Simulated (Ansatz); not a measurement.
## What LiZnI3 (model cell, started as cubic perovskite with Zn in the octahedra) distorts into

Which phase does LiZnI3 (model cell, started as cubic perovskite with Zn in the octahedra) fall into along its unstable mode, and how much energy does it gain?

Calculated with Ansatz 0.2.0; DFT PBEsol, scalar-relativistic, plane waves, PAW; PAW set soft_1.

The structure was built from a prototype and need not be the compound's stable phase.

### 1. The starting structure

Symmetry: Pm-3m, No. 221, cubic system. The conventional cell has a = 5.567 Å, b = 5.567 Å, c = 5.567 Å, α = 90.00°, β = 90.00°, γ = 90.00°. Nearest to Li lie 12 I at 3.94 Å. Zn has 6 I at 2.78 Å nearest. Nearest to I lie 2 Zn at 2.78 Å. Farther neighbours and most contacts between anions are not listed.

### 2. Response at finite wavevector

The cell comes from relaxations at this level that are not shown. Stability and thermal properties need the whole zone. Linear response on a 2×2×2 q mesh gives force constants as far as a supercell of that size would.

Contents of input.yaml:

```yaml
crystal:
  lattice:
    - [5.5671905569, 0.0, 0.0]
    - [0.0, 5.5671905569, 0.0]
    - [0.0, 0.0, 5.5671905569]
  atoms:
    - { symbol: Li, position: [0.0, 0.0, 0.0] }
    - { symbol: Zn, position: [0.5, 0.5, 0.5] }
    - { symbol: I, position: [0.5, 0.5, 0.0] }
    - { symbol: I, position: [0.5, 0.0, 0.5] }
    - { symbol: I, position: [0.0, 0.5, 0.5] }
kpoints:
  mp_grid: { grid: [6, 6, 6] }
hamiltonian:
  xc: pbesol
  pseudopotentials: { kind: paw, azcp: { folder: soft_1 }, xc_functional: pbe }
scf:
  occupations: { method: methfessel_paxton, width: 0.2 }
output:
  eigenvalues: true
phonons:
  method: dfpt
  qmesh: [2, 2, 2]
  temperatures: { t_max: 1000, t_step: 50 }
  qpath:
    path:
      - [[0.0, 0.0, 0.0], [0.0, 0.5, 0.0], [0.5, 0.5, 0.0], [0.0, 0.0, 0.0], [0.5, 0.5, 0.5], [0.0, 0.5, 0.0]]
      - [[0.5, 0.5, 0.5], [0.5, 0.5, 0.0]]
    npoints: 10
```

Command:

```console
> ansatz run input.yaml --threads 4 --pin off --max-ram 16384MiB --backend cpu --events-out ev --progress --plain --runs-dir out
```

Numbers of over 12 decimals in the logs are rounded to 6 here.

The program printed:

```text
Engine: ansatz 0.2.0, aarch64-unknown-linux-gnu
Pseudopotentials: kind: paw
Pseudopotential: Li, paw, valence charge 3, recommended cutoff 420 eV (normal), soft_1/Li.paw.azcp
Pseudopotential: Zn, paw, valence charge 12, recommended cutoff 420 eV (normal), soft_1/Zn.paw.azcp
Pseudopotential: I, paw, valence charge 17, recommended cutoff 420 eV (normal), soft_1/I.paw.azcp
Functional definition: PBEsol
  exchange = pbesol_x
  correlation = pbesol_c
Crystal: 5 atoms, lattice volume = 172.547 Å³
Basis set: ecut = 420 eV, 3407 PW (Γ), exchange–correlation on 80×80×80 points (8 copies of the dense FFT grid, shifted against one another)
Bands: 40, of which v1, the nominal top of the filled ones, is band 33 counted from 1 (32 counted from 0)
Symmetry: 48 space group operations
k-points: 20 of 216
Non-local potential: Li, projectors of the file, l = 0: 3, l = 1: 2, l = 2: 1
Non-local potential: Zn, projectors of the file, l = 0: 2, l = 1: 2, l = 2: 3, l = 3: 1
Non-local potential: I, projectors of the file, l = 0: 2, l = 1: 2, l = 2: 2, l = 3: 1
PAW form: soft (Blöchl's): semilocal exchange-correlation on the pseudo side does not see the compensation charge
PAW frozen core: Zn, regenerated for the run's functional, and the local potential with it (the file was generated under x = pbe(κ = 0.804, μ = 0.219515), c = pbe(β = 0.066725))
PAW frozen core: I, regenerated for the run's functional, and the local potential with it (the file was generated under x = pbe(κ = 0.804, μ = 0.219515), c = pbe(β = 0.066725))
PAW one-centre angular grid: Li, 110 points (default); XC on 64 Gauss nodes
PAW one-centre angular grid: Zn, 590 points (default); XC on 64 Gauss nodes
PAW one-centre angular grid: I, 590 points (default); XC on 64 Gauss nodes
Initial density: superposition of atomic densities (chi_scale 0.1, normalization cell, long waves kept (reshape's long-wave potential 0.01 eV rms))
Initial wavefunctions: pseudopotential atomic-orbital guess
Functional: x = pbesol(κ = 0.804, μ = 0.123457), c = pbesol(β = 0.046)
SCF iter   1: F=—  HF=-25784.330012 eV  |F-HF|=—  |Δ(HF+E_count)|=         —  Δρ=5.37e-2  dr2=3.34e0  ethr=3.10e-3  ⟨swp⟩=8.1  Hψ=3713  notcnv=0
preconditioner: auto → LDOS  [metal: Δε(μ)=0.064 eV  Ē_g=10.763 eV  σ=0.200 eV  W_gap=0.26  n_scr=32 (ndim 8)  ℏωp=16.5 eV  f_vac=0.052  D(μ)=2.59/eV (n_scr^D=18)  β→1.0]
SCF iter   2: F=—  HF=-25785.750044 eV  |F-HF|=—  |Δ(HF+E_count)|=    1.42e0  S|Δr|=    0.00e0  Δρ=9.35e-2  dr2=7.86e0  ethr=3.10e-3  ⟨swp⟩=4.2  Hψ=1855  notcnv=0  defer=36  recentre
preconditioner: auto → none  [metal: Δε(μ)=0.005 eV  Ē_g=8.672 eV  σ=0.200 eV  W_gap=0.02  n_scr=32 (ndim 8)  ℏωp=16.5 eV  f_vac=0.178  D(μ)=0.82/eV (n_scr^D=0)  β→0.5]
SCF iter   3: F=—  HF=-25783.344827 eV  |F-HF|=—  |Δ(HF+E_count)|=    2.41e0  S|Δr|=    0.00e0  Δρ=1.40e-2  dr2=1.92e-1  ethr=3.10e-3  ⟨swp⟩=3.0  Hψ=1668  notcnv=0  defer=38
SCF iter   4: F=—  HF=-25783.309459 eV  |F-HF|=—  |Δ(HF+E_count)|=   3.54e-2  S|Δr|=    0.00e0  Δρ=1.68e-3  dr2=3.30e-3  ethr=2.91e-4  ⟨swp⟩=2.0  Hψ=1301  notcnv=0  defer=37
SCF iter   5: F=—  HF=-25783.316575 eV  |F-HF|=—  |Δ(HF+E_count)|=   7.12e-3  S|Δr|=    0.00e0  Δρ=1.65e-3  dr2=2.59e-3  ethr=5.01e-6  ⟨swp⟩=2.0  Hψ=1618  notcnv=0  defer=37
SCF iter   6: F=—  HF=-25783.317148 eV  |F-HF|=—  |Δ(HF+E_count)|=   5.74e-4  S|Δr|=    0.00e0  Δρ=5.30e-4  dr2=2.57e-4  ethr=3.92e-6  ⟨swp⟩=2.0  Hψ=993  notcnv=0  defer=37
SCF iter   7: F=—  HF=-25783.317075 eV  |F-HF|=—  |Δ(HF+E_count)|=   7.36e-5  S|Δr|=    0.00e0  Δρ=2.18e-4  dr2=4.21e-5  ethr=3.89e-7  ⟨swp⟩=3.0  Hψ=1510  notcnv=0  defer=37
SCF iter   8: F=—  HF=-25783.317065 eV  |F-HF|=—  |Δ(HF+E_count)|=   1.01e-5  S|Δr|=    0.00e0  Δρ=5.42e-5  dr2=2.67e-6  ethr=6.38e-8  ⟨swp⟩=2.0  Hψ=877  notcnv=0  defer=37
SCF iter   9: F=—  HF=-25783.317064 eV  |F-HF|=—  |Δ(HF+E_count)|=   1.16e-6  S|Δr|=    0.00e0  Δρ=3.74e-6  dr2=1.08e-8  ethr=4.05e-9  ⟨swp⟩=2.0  Hψ=958  notcnv=0  defer=37
SCF iter  10: F=—  HF=-25783.317064 eV  |F-HF|=—  |Δ(HF+E_count)|=   4.88e-9  S|Δr|=    0.00e0  Δρ=9.68e-7  dr2=7.65e-10  ethr=1.64e-11  ⟨swp⟩=2.1  Hψ=1153  notcnv=0  defer=37
SCF iter  11: F=-25783.317064 eV  HF=-25783.317064 eV  |F-HF|=0.00e0  |Δ(HF+E_count)|=  2.18e-10  S|Δr|=    0.00e0  Δρ=5.62e-8  dr2=4.27e-12  ethr=1.00e-12  ⟨swp⟩=14.7  Hψ=5354  notcnv=0
SCF 1 converged in 11 iterations: F = -25783.317064 eV  dr2 = 4.27e-12
  greatest PAW one-centre occupation: 0.999 electrons in one spin orbital (limit 2), on the Li atom at site 0 (counted from 0), in its partial waves of l = 0
Initial density: read from a saved state, or passed on in memory by an earlier SCF of this step, an earlier step, the calling program or the single point that the run made first
iter 1 solved again at ethr=3.66e-7 eV; its pass at ethr=3.10e-3 eV (dr2=2.41e-4 eV) is discarded
SCF iter   1: F=—  HF=-25783.317067 eV  |F-HF|=—  |Δ(HF+E_count)|=         —  Δρ=2.11e-6  dr2=4.23e-9  ethr=3.66e-7  ⟨swp⟩=3.4  Hψ=5778  notcnv=0
eigensolver tolerance schedule: the retry pair's looser diagonalisation over-reported the residual by 57024.40 of it (diagonalisation noise at an unbounded share of the residual, at the tolerance the schedule requests for it); recorded, not acted on — ethr = c·dr2/N_el stays at c = 1.0e-1
preconditioner: auto → none  [metal: Δε(μ)=0.010 eV  Ē_g=9.755 eV  σ=0.200 eV  W_gap=0.04  n_scr=32 (ndim 8)  ℏωp=16.5 eV  f_vac=0.185  D(μ)=0.80/eV (n_scr^D=0)]
SCF iter   2: F=—  HF=-25783.317064 eV  |F-HF|=—  |Δ(HF+E_count)|=   3.18e-6  S|Δr|=    0.00e0  Δρ=2.60e-6  dr2=6.18e-9  ethr=6.41e-12  ⟨swp⟩=4.0  Hψ=2320  notcnv=0
SCF iter   3: F=—  HF=-25783.317064 eV  |F-HF|=—  |Δ(HF+E_count)|=   2.32e-9  S|Δr|=    0.00e0  Δρ=8.72e-7  dr2=7.64e-10  ethr=6.41e-12  ⟨swp⟩=2.0  Hψ=984  notcnv=0
SCF iter   4: F=—  HF=-25783.317064 eV  |F-HF|=—  |Δ(HF+E_count)|=  1.75e-10  S|Δr|=    0.00e0  Δρ=6.68e-7  dr2=4.25e-10  ethr=1.16e-12  ⟨swp⟩=1.0  Hψ=800  notcnv=0
SCF iter   5: F=—  HF=-25783.317064 eV  |F-HF|=—  |Δ(HF+E_count)|=  1.27e-10  S|Δr|=    0.00e0  Δρ=3.92e-7  dr2=1.45e-10  ethr=1.00e-12  ⟨swp⟩=2.0  Hψ=872  notcnv=0
SCF iter   6: F=—  HF=-25783.317064 eV  |F-HF|=—  |Δ(HF+E_count)|=  2.55e-11  S|Δr|=    0.00e0  Δρ=2.78e-7  dr2=7.25e-11  ethr=1.00e-12  ⟨swp⟩=1.0  Hψ=800  notcnv=0
SCF iter   7: F=—  HF=-25783.317064 eV  |F-HF|=—  |Δ(HF+E_count)|=  7.28e-12  S|Δr|=    0.00e0  Δρ=1.51e-7  dr2=2.17e-11  ethr=1.00e-12  ⟨swp⟩=1.0  Hψ=800  notcnv=0
SCF iter   8: F=-25783.317064 eV  HF=-25783.317064 eV  |F-HF|=7.28e-12  |Δ(HF+E_count)|=  1.82e-11  S|Δr|=    0.00e0  Δρ=6.59e-8  dr2=3.99e-12  ethr=1.00e-12  ⟨swp⟩=5.0  Hψ=2389  notcnv=0
SCF 2 converged in 8 iterations: F = -25783.317064 eV  dr2 = 3.99e-12
phonons: the bands overlap, so this run is a metal and interpolates without the dipole-dipole term. If the crystal is really an insulator or semiconductor, its LO-TO splitting is missing
NSCF: frozen V_eff on 20 k-points
NSCF: frozen V_eff on 64 k-points
DFPT response loops at q = (0, 0, 0) (fractional): preconditioner auto → none (partly filled bands, converged f_vac=0.185); β = 0.50; Broyden in place of MSR1
NSCF: frozen V_eff on 128 k-points
DFPT response loops at q = (0, 0, -0.5) (fractional): mixed as the last ones told, above
NSCF: frozen V_eff on 128 k-points
DFPT response loops at q = (0, -0.5, -0.5) (fractional): mixed as the last ones told, above
NSCF: frozen V_eff on 128 k-points
DFPT response loops at q = (-0.5, -0.5, -0.5) (fractional): mixed as the last ones told, above
SCF converged after 11 iterations
Stability not checked: this state was not tested for a lower state beside it, because cold or Methfessel-Paxton smearing, or corrected tetrahedra, fill the levels in a way that the test cannot read (fill_not_monotonic; see scf.lower_state_search)
Free energy (F): -25783.317064 eV
Harris-Foulkes:  -25783.317064 eV  (|F-HF|=0.00e0)
Internal energy: -25783.327397 eV  (E = F + TS)
E sigma→0 (E₀):  -25783.319647 eV
Entropy (-TS):   0.010334 eV (2.067 meV/atom)
Fermi energy:    4.597404 eV
--- Per-component energies (eV) ---
  E_band       = -1288.198459
  E_kinetic    = 639.951849
  E_local      = -10081.337352  (includes V_loc(G=0)·N_el)
  E_nonlocal   = 1156.552767
  E_hartree    = 4407.557960
  E_xc         = -406.897135
  E_vxc        = -393.870856  (∫ρ·V_xc dr)
  E_paw        = -15995.067146  (= ΣΔE_a)
  E_vpaw       = -1424.603305  (= ΣTr[D̂ρ^β])
  E_aug_tail   = -0.007348  (compensation charges beyond the density's cutoff)
  E_ewald      = -5506.114756
  E_core_change = 2.033763  (= ΣΔE_core)
  E_smearing   = 0.010334  (= −TS)
  E_closure    = -0.000000  (closes the sum)
  Σ components = -25783.317064   (vs F -25783.317064, Δ=0.00e0)
--- Band table (eV; the first three rows and the last of 20) ---
  k-point 0: bands = [... 29 lower, 3.5454, 3.5574, 3.8946, 3.8946, 3.8946, 6.7995, 9.9800, 9.9800, ... 3 higher]
  k-point 1: bands = [... 29 lower, 3.4542, 3.4620, 3.8294, 3.8294, 4.5610, 7.1818, 9.7294, 10.2065, ... 3 higher]
  k-point 2: bands = [... 29 lower, 3.1740, 3.3073, 3.7950, 3.7950, 5.7894, 7.9540, 9.0257, 10.0031, ... 3 higher]
  k-point 19: bands = [... 29 lower, 4.2202, 4.6050, 4.6050, 4.6050, 6.8220, 8.5023, 8.5023, 8.5023, ... 3 higher]
--- Phonons (Γ-DFPT): 4 representative perturbations + reference (Σ response iterations 15) ---
  ASR residual: 7.040e-5 → 0.000e0 eV/Å²; symmetrization residual: 8.932e-6 eV/Å²
  ASR residual per site (eV/Å²): 3.60e-6 7.04e-5 6.55e-5 6.55e-5 6.55e-5
  Γ frequencies (cm⁻¹): -170.64 -170.64 -170.64 -27.15 -27.15 -27.15 -16.89 -16.89 -16.89 0.00 0.00 0.00 111.71 111.71 111.71
--- Phonons (arbitrary-q DFPT): 4 irreducible q on the 2×2×2 mesh ---
  q = [0.0000, 0.0000, 0.0000] (star 1, of the zone-centre solve; hermiticity 4.55e-6, symmetrization 3.41e-11): -170.64 -170.64 -170.64 -27.15 -27.15 -27.15 -16.89 -16.89 -16.89 -0.00 0.00 0.00 111.71 111.71 111.71
  q = [0.0000, 0.0000, -0.5000] (star 3, 9 solved perturbations in 504 linear systems a pass and spin channel, the states on 64 of 216 k-point pairs; hermiticity 3.00e-6, symmetrization 2.62e-11): -161.87 -161.87 -106.10 -31.57 -30.41 -30.41 23.03 23.03 24.11 24.11 28.34 111.82 111.82 112.69 124.68
  q = [0.0000, -0.5000, -0.5000] (star 3, 9 solved perturbations in 504 linear systems a pass and spin channel, the states on 64 of 216 k-point pairs; hermiticity 3.03e-6, symmetrization 1.34e-12): -149.25 -149.25 -149.22 -65.45 -32.46 -14.34 -14.34 31.39 33.01 33.01 56.75 113.67 129.45 133.80 133.80
  q = [-0.5000, -0.5000, -0.5000] (star 1, 4 solved perturbations in 184 linear systems a pass and spin channel, the states on 64 of 216 k-point pairs; hermiticity 1.41e-7, symmetrization 2.12e-11): -169.32 -169.32 -169.32 -65.63 -65.63 -65.63 -38.16 -38.16 63.31 63.31 63.31 136.17 136.17 136.17 143.80
  sum rule: each row above includes the acoustic sum rule's correction from the zone centre's row sums; it moved no ω² by more than (0.54 cm⁻¹)²
  mesh force constants: q→R imaginary residual 4.35e-18; ASR residual 7.040e-5 → 0.000e0 eV/Å²; symmetrization residual 6.217e-15 eV/Å²
  interpolated dispersion: 62 rows × 15 modes
  density of states and harmonic sums: on the 12×12×12 q-mesh, interpolated from the force constants of a 2×2×2 supercell (no non-analytic term)
  largest difference from the sums on the solved wave vectors: F 2.23e-1 eV, S 3.11e-4 and C_V 8.78e-5 eV/K
  zero-point energy: 0.040588 eV/cell   skipped modes (ω ≤ 0): 555, of them read as no rigid motion or as one in doubt: 552 (6.354e0 modes/cell left out, lowest -170.64 cm⁻¹)   left out of the sums: 4.24e-1 of the cell's modes: C_V's classical limit lies that fraction below 3 k_B per atom; for a crystal, a wire or a layer, F and S can be off by more, and a phonons.interpolated_qmesh denser along its periods is the remedy for the sampling
```

Run time: 5.2 min. Hardware: 4 threads of Arm Neoverse V1, shared host; peak memory 1.5 GiB.

Numbers from this step:

```yaml
volume_per_atom: 34.51 Å³
gap_on_the_k_mesh: 0 eV
sum_rule_residual_before_enforcement: 7.04e-5 eV/Å²
lowest_frequency_on_the_path: -170.6 cm⁻¹
point_group: m-3m
highest_frequency_on_the_path_or_at_a_solved_wavevector: 144.3 cm⁻¹
highest_optical_mode_at_the_zone_centre_no_lo_to_term: 111.7 cm⁻¹
lowest_optical_zone_centre_mode: -170.6 cm⁻¹
lowest_mode_on_the_q_mesh_acoustic_modes_at_gamma_apart: -170.6 cm⁻¹
```

Frequencies (cm⁻¹) solved at each irreducible wavevector; negative means imaginary. Frequencies by wavevector, by row:

```csv
q in reciprocal lattice units,star,mode 1,mode 2,mode 3,mode 4,mode 13,mode 14,mode 15
0 0 0,1,-170.6,-170.6,-170.6,-27.1,111.7,111.7,111.7
0 0 -0.5,3,-161.9,-161.9,-106.1,-31.6,111.8,112.7,124.7
0 -0.5 -0.5,3,-149.2,-149.2,-149.2,-65.5,129.4,133.8,133.8
-0.5 -0.5 -0.5,1,-169.3,-169.3,-169.3,-65.6,136.2,136.2,143.8
```

Interpolated from a 2×2×2 q mesh. The phonon branches at the labelled points (cm⁻¹):

| point | branch 1 | branch 2 | branch 3 | branch 4 | branch 12 | branch 13 | branch 14 | branch 15 |
| --- | --- | --- | --- | --- | --- | --- | --- | --- |
| Γ | -171 | -171 | -171 | -27 | 0 | 112 | 112 | 112 |
| halfway | -166 | -166 | -142 | -29 | 80 | 112 | 112 | 117 |
| X | -162 | -162 | -106 | -32 | 112 | 112 | 113 | 125 |
| halfway | -156 | -156 | -131 | -54 | 100 | 113 | 129 | 130 |
| M | -149 | -149 | -149 | -65 | 114 | 130 | 134 | 134 |
| halfway | -161 | -151 | -147 | -47 | 88 | 107 | 112 | 127 |
| Γ | -171 | -171 | -171 | -27 | 0 | 112 | 112 | 112 |
| halfway | -154 | -154 | -152 | -50 | 95 | 107 | 107 | 137 |
| R | -169 | -169 | -169 | -66 | 136 | 136 | 136 | 144 |
| halfway | -158 | -157 | -146 | -57 | 102 | 107 | 132 | 140 |
| X | -162 | -162 | -106 | -32 | 112 | 112 | 113 | 125 |
| jump to R | -169 | -169 | -169 | -66 | 136 | 136 | 136 | 144 |
| halfway | -160 | -159 | -159 | -66 | 105 | 135 | 135 | 142 |
| M | -149 | -149 | -149 | -65 | 114 | 130 | 134 | 134 |

Symmetry leaves 4 wavevectors to solve. The lowest mode among them, the acoustic zeros apart, lies at Γ and is imaginary, 170.6i cm⁻¹, so the energy falls along it.

### 3. The mode frozen in, largest atomic shift 0 Å

The mode followed lies at Γ with frequency 170.6i cm⁻¹ and is 3-fold degenerate, the softest among the wavevectors solved. At small amplitude the distorted cell has space group no. 160 by a symmetry search on the positions. The undistorted cell that holds it gives the zero of energy on the same k mesh.

input.yaml, the sections that differ from step 2:

```yaml
output:
  forces: true
  stress: true
  eigenvalues: true
# crystal, kpoints, hamiltonian, scf: as in step 2
# phonons: removed
```

The program printed:

```text
[...]
Crystal: 5 atoms, lattice volume = 172.547 Å³
Basis set: ecut = 420 eV, 3407 PW (Γ), exchange–correlation on 80×80×80 points (8 copies of the dense FFT grid, shifted against one another)
Bands: 40, of which v1, the nominal top of the filled ones, is band 33 counted from 1 (32 counted from 0)
Symmetry: 48 space group operations
[...]
k-points: 20 of 216
[...]
k-point 0: bands = [... 29 lower, 3.5454, 3.5575, 3.8946, 3.8946, 3.8946, 6.7995, 9.9800, 9.9800, ... 3 higher]
  k-point 1: bands = [... 29 lower, 3.4542, 3.4620, 3.8293, 3.8293, 4.5610, 7.1818, 9.7294, 10.2064, ... 3 higher]
  k-point 2: bands = [... 29 lower, 3.1739, 3.3073, 3.7950, 3.7950, 5.7894, 7.9540, 9.0257, 10.0031, ... 3 higher]
  k-point 19: bands = [... 29 lower, 4.2202, 4.6050, 4.6050, 4.6050, 6.8220, 8.5023, 8.5023, 8.5023, ... 3 higher]
[key lines of the parts left out:]
SCF converged after 9 iterations
Free energy (F): -25783.317064 eV
Fermi energy:    4.597394 eV
P = ⅓ Tr σ = -0.0023 GPa (-0.023 kbar)
```

Run time: 2.7 s. Hardware: 4 threads; peak memory 0.52 GiB; 9.9 s of CPU time.

This step gave:

```yaml
pressure: -0.002280 GPa
energy_from_the_undistorted_cell: 0 meV/atom
```

The run ends at a pressure of 0.00 GPa.

### 4. The mode frozen in, largest atomic shift 0.6 Å

The atoms are moved along the unstable eigenvector, the largest shift by 0.6 Å, with the cell fixed.

input.yaml, the sections that differ from step 3:

```yaml
crystal:
  lattice:
    - [5.5671905569, 0.0, 0.0]
    - [0.0, 5.5671905569, 0.0]
    - [0.0, 0.0, 5.5671905569]
  atoms:
    - { symbol: Li, position: [0.0622235144, -0.0622235144, -0.0622235144] }
    - { symbol: Zn, position: [0.5006302282, 0.4993697718, 0.4993697718] }
    - { symbol: I, position: [0.4980832131, 0.5019167869, -0.000106081] }
    - { symbol: I, position: [0.4980832131, -0.000106081, 0.5019167869] }
    - { symbol: I, position: [0.000106081, 0.5019167869, 0.5019167869] }
# kpoints, hamiltonian, scf, output: as in step 3
```

The program printed:

```text
[...]
Crystal: 5 atoms, lattice volume = 172.547 Å³
Basis set: ecut = 420 eV, 3407 PW (Γ), exchange–correlation on 80×80×80 points (8 copies of the dense FFT grid, shifted against one another)
Bands: 40, of which v1, the nominal top of the filled ones, is band 33 counted from 1 (32 counted from 0)
Symmetry: 6 space group operations
[...]
k-points: 32 of 216 (time reversal used)
[...]
k-point 0: bands = [... 29 lower, 3.4948, 3.5165, 3.8339, 3.8607, 3.8607, 6.9536, 9.6800, 9.6800, ... 3 higher]
  k-point 1: bands = [... 29 lower, 3.3907, 3.4295, 3.7697, 3.7866, 4.5358, 7.3186, 9.5899, 9.9042, ... 3 higher]
  k-point 2: bands = [... 29 lower, 3.1549, 3.2423, 3.7370, 3.7408, 5.7695, 8.0631, 9.0918, 10.0302, ... 3 higher]
  k-point 31: bands = [... 29 lower, 4.1674, 4.5339, 4.5339, 4.5771, 7.0036, 8.4093, 8.4601, 8.4601, ... 3 higher]
[key lines of the parts left out:]
SCF converged after 11 iterations
Free energy (F): -25783.447698 eV
Fermi energy:    4.549322 eV
P = ⅓ Tr σ = 0.0646 GPa (0.646 kbar)
```

It took 7.8 s on 4 threads; peak memory 0.52 GiB; 30 s of CPU time.

This step gave:

- pressure: 0.06456 GPa
- energy from the undistorted cell: -26.09 meV/atom

The energy, extrapolated to zero smearing, is -26.09 meV/atom against the undistorted cell.

The run ends at a pressure of 0.06 GPa, with forces up to 0.39 eV/Å.

### 5. Energy along the mode, all amplitudes (two of the runs are shown above)

An imaginary frequency means negative curvature, so the energy should fall and then rise again as anharmonic terms take over.

Numbers from this step:

```yaml
depth_at_the_lowest_point_sampled: 26.09 meV/atom
largest_atomic_shift_at_that_point: 0.6 Å
```

Table of energy from the parent by largest atomic shift:

```
largest atomic shift (Å)  energy from the parent (meV/atom)
                   0.000                                  0
                   0.040                             -0.123
                   0.080                             -0.491
                   0.140                              -1.50
                   0.220                              -3.69
                   0.320                              -7.75
                   0.450                              -15.1
                   0.600                              -26.1
```

Displacement at unit largest shift by atom:

```
atom   x (Å)   y (Å)   z (Å)   size
 Li1   0.577  -0.577  -0.577  0.999
 Zn2   0.006  -0.006  -0.006  0.010
  I3  -0.018   0.018  -0.001  0.025
  I4  -0.018  -0.001   0.018  0.025
  I5   0.001   0.018   0.018  0.025
```

The lowest of the steps tried is the last one, at 0.6 Å, 26.1 meV/atom below the parent; the bottom of the well need not coincide with a step.

(Part 1 of 3 ends here.)

[Logs are printed without paths, hosts, clocks, repeated set-up lines and the standing remarks that a program may print on its own settings, such as how far it seeks lower states.]

[Hosts, paths, dates, database ids (printed as entryN), source tags and the programs' standing remarks are cut or masked in the printed files.]
